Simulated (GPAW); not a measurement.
Consider Ti2O (P-3m1).

```
Ti O
1.0
     2.91940    0.00000    0.00000
    -1.45970    2.52827    0.00000
     0.00000    0.00000    4.71300
Ti O
2 1
Cartesian
  0.0000 1.6855 3.3993
  1.4597 0.8428 1.3137
  0.0000 0.0000 0.0000
```

Absorber: atom 3, with 6 Ti at 2.14 Å (octahedral, site symmetry -3m). Method: GPAW, LDA, excited-electron core hole (neutral cell), 12-atom cell with 5.5 Å between holes, 5×5×5 k points, dipole transitions, Gaussian full width 0.9 eV up to 4 eV, rising linearly to 3.5 eV at 25 eV.

Where do the maxima of the O K edge fall?

Main maxima up to 24 eV above the zero (height): 1.0 eV (2.89), 6.6 eV (1.07) and 11.1 eV (1.77). A K edge sees empty p states; the first features are O p mixed into the empty d states of the Ti neighbours, and the broad ones above probably into the cations' higher empty bands. The total-energy difference is 536.16 eV. One term is added: -8.83 eV, since the hole is spin-paired here and a spin-polarised one costs that much less in the free atom (computed apart). The photon energy is then 527.33 eV. The functional leaves an error in such absolute values: in the free atom LDA prices this hole 4.1 eV below PBE (computed apart), and PBE is itself good to a few eV.

The O K spectrum (energy from the lowest empty level; intensity scaled to a mean of 1 over the first 20 eV; polarised curves are means over the symmetry-equivalent atoms):

```
E (eV)  isotropic  ε ⊥ c  ε ∥ c
  -2.0       0.00   0.00   0.00
  -1.4       0.00   0.00   0.00
  -0.8       0.02   0.02   0.01
  -0.2       0.37   0.46   0.19
   0.4       1.83   2.14   1.19
   1.0       2.89   3.05   2.57
   1.6       1.93   1.71   2.38
   2.2       1.42   1.40   1.47
   2.8       1.47   1.49   1.43
   3.4       1.43   1.40   1.48
   4.0       0.92   0.87   1.01
   4.6       0.62   0.56   0.74
   5.2       0.75   0.69   0.86
   5.8       0.89   0.82   1.03
   6.4       1.05   0.97   1.21
   7.0       1.02   0.95   1.18
   7.6       0.88   0.83   1.00
   8.2       0.68   0.61   0.82
   8.8       0.56   0.45   0.77
   9.4       0.69   0.61   0.85
  10.0       1.12   1.20   0.95
  10.6       1.61   1.93   0.99
  11.2       1.76   2.14   0.99
  11.8       1.48   1.75   0.94
  12.4       1.13   1.26   0.87
  13.0       0.88   0.93   0.79
  13.6       0.71   0.71   0.71
  14.2       0.57   0.54   0.64
  14.8       0.49   0.43   0.61
  15.4       0.46   0.39   0.61
  16.0       0.46   0.39   0.60
  16.6       0.48   0.44   0.57
  17.2       0.52   0.51   0.54
  17.8       0.57   0.58   0.54
  18.4       0.60   0.61   0.58
  19.0       0.61   0.59   0.66
  19.6       0.61   0.53   0.77
  20.2       0.61   0.47   0.89
  20.8       0.62   0.43   0.99
  21.4       0.64   0.42   1.08
  22.0       0.68   0.44   1.15
  22.6       0.72   0.49   1.18
  23.2       0.76   0.55   1.17
  23.8       0.79   0.62   1.13
  24.4       0.82   0.70   1.06
  25.0       0.86   0.80   0.98
  25.6       0.91   0.92   0.91
  26.2       0.99   1.07   0.84
  26.8       1.07   1.22   0.77
  27.4       1.13   1.35   0.70
  28.0       1.16   1.43   0.62
  28.6       1.15   1.45   0.55
  29.2       1.10   1.41   0.49
  29.8       1.04   1.33   0.47
  30.4       0.98   1.23   0.47
  31.0       0.93   1.13   0.53
  31.6       0.90   1.03   0.64
```

The unit cell's mesh shows no gap over 0.35 eV. That is right for a metallic compound; for a small-gap or correlated insulator it would be the fault of the functional or of the assumed magnetic order, and the hole would be screened too well. The holes are only 5.5 Å apart, so the shape is probably not converged with cell size; no larger cell was run here. The mesh is coarse (0.28 Å⁻¹ between points), so small maxima may be mesh ripples. The structure is a published determination, not relaxed.

[Banner, clock and machine lines of the logs are left out without a mark of their own.]

[Logs are printed without paths, hosts, clocks, repeated set-up lines and the standing remarks that a program may print on its own settings, such as how far it seeks lower states.]

[Hosts, paths, dates, database ids (printed as entryN), source tags and the programs' standing remarks are cut or masked in the printed files.]

[Lists of maxima count a maximum above −3 eV only where it reaches 4 % of the highest in the window and stands out from its surroundings by 2 % of it (1.5 % where it reaches 55 %); shoulders and weaker maxima are passed over, and of the rest the first, up to two pre-edge ones and the few strongest are named.]
